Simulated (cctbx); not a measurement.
## Interatomic vectors of ZrVNiRh

Space group Amm2 (no. 38), a = 3.9280 Å, b = 3.1710 Å, c = 9.4010 Å, α = 90.00°, β = 90.00°, γ = 90.00°, content Rh2 Zr2 Ni2 V2.

Simulated single-crystal data (cctbx): Mo Kα, λ = 0.71073 Å, to d = 0.75 Å, 80 % of the full sphere, strongest reflection 5000 counts, noise from counting, a 4 % proportional error and a noise floor of 8 counts (s.d.); no absorption, some extinction.

Patterson synthesis from sharpened amplitudes, origin scaled to 1000:

```text
Patterson group A m m m
      u       v       w   height  length (A)
  0.000   0.000   0.000   1000.0     0.00
  0.500   0.000   0.445    506.0     4.62
  0.000   0.000   0.280    385.4     2.63
  0.500   0.000   0.164    227.6     2.50
  0.500   0.000   0.276    179.2     3.25
  0.000   0.141   0.500     67.1     4.72
  0.269   0.000   0.500     62.1     4.82
  0.000   0.153   0.190     61.1     1.85
  0.500   0.146   0.354     60.5     3.89
  0.268   0.000   0.026     49.5     1.08
  0.000   0.135   0.101     44.8     1.04
  0.266   0.000   0.244     44.1     2.52
  0.000   0.000   0.112     43.7     1.05
  0.500   0.168   0.000     42.0     2.04
```

Q: Assign the vectors.

A peak at u stands for all pairs with xi − xj = u, with weight Σ ZiZj against Σ Z² = 9876 at the origin. Peak heights follow these weights only roughly, since form factors, motion and series ripples differ, all vectors within 0.55 Å of a peak are counted as merged into it though the farther ones add only part of their weight, and F(000) is left out, which lowers the whole map:

| u | v | w | shortest length (Å) | height | 1000 ΣZiZj/ΣZ² | pairs in the cell |
| --- | --- | --- | --- | --- | --- | --- |
| 0.500 | 0.000 | 0.445 | 2.58 | 506 | 495 | 2 × Rh–Zr, 2 × Ni–V |
| 0.000 | 0.000 | 0.280 | 2.61 | 385 | 436 | 2 × Zr–Ni, 2 × Rh–V |
| 0.500 | 0.000 | 0.164 | 2.50 | 228 | 255 | 2 × Rh–Ni |
| 0.500 | 0.000 | 0.276 | 3.25 | 179 | 186 | 2 × Zr–V |
| 0.000 | 0.141 | 0.500 | 1.14 | 67 | 0 | none within 0.55 Å |
| 0.269 | 0.000 | 0.500 | 1.91 | 62 | 0 | none within 0.55 Å |
| 0.000 | 0.153 | 0.190 | 1.85 | 61 | 0 | none within 0.55 Å |
| 0.500 | 0.146 | 0.354 | 2.65 | 60 | 0 | none within 0.55 Å |
| 0.268 | 0.000 | 0.026 | 1.08 | 50 | 0 | none within 0.55 Å |

The table stops at ten peaks or at a height of 45, below which ripples compete. In the model behind the data Rh, the heaviest element, has 1 independent site: (0, 0, 0.4197), up to an allowed shift of origin. No listed peak is a Rh–Rh vector, so the position follows from the cell content and the cross vectors. Elements of similar Z can't be told apart from the map alone. The whole model:

| atom | mult. | x | y | z | Ueq (Å²) |
| --- | --- | --- | --- | --- | --- |
| Rh1 | 2 | 0 | 0 | 0.4197 | 0.0172 |
| Zr1 | 2 | 1/2 | 1/2 | 0.3672 | 0.0187 |
| Ni1 | 2 | 1/2 | 1/2 | 0.0815 | 0.0280 |
| V1 | 2 | 0 | 0 | 0.1426 | 0.0202 |

This is a model crystal, built by substitution and not relaxed, with assumed displacement parameters.

[Logs are printed without paths, hosts, clocks, repeated set-up lines and the standing remarks that a program may print on its own settings, such as how far it seeks lower states.]
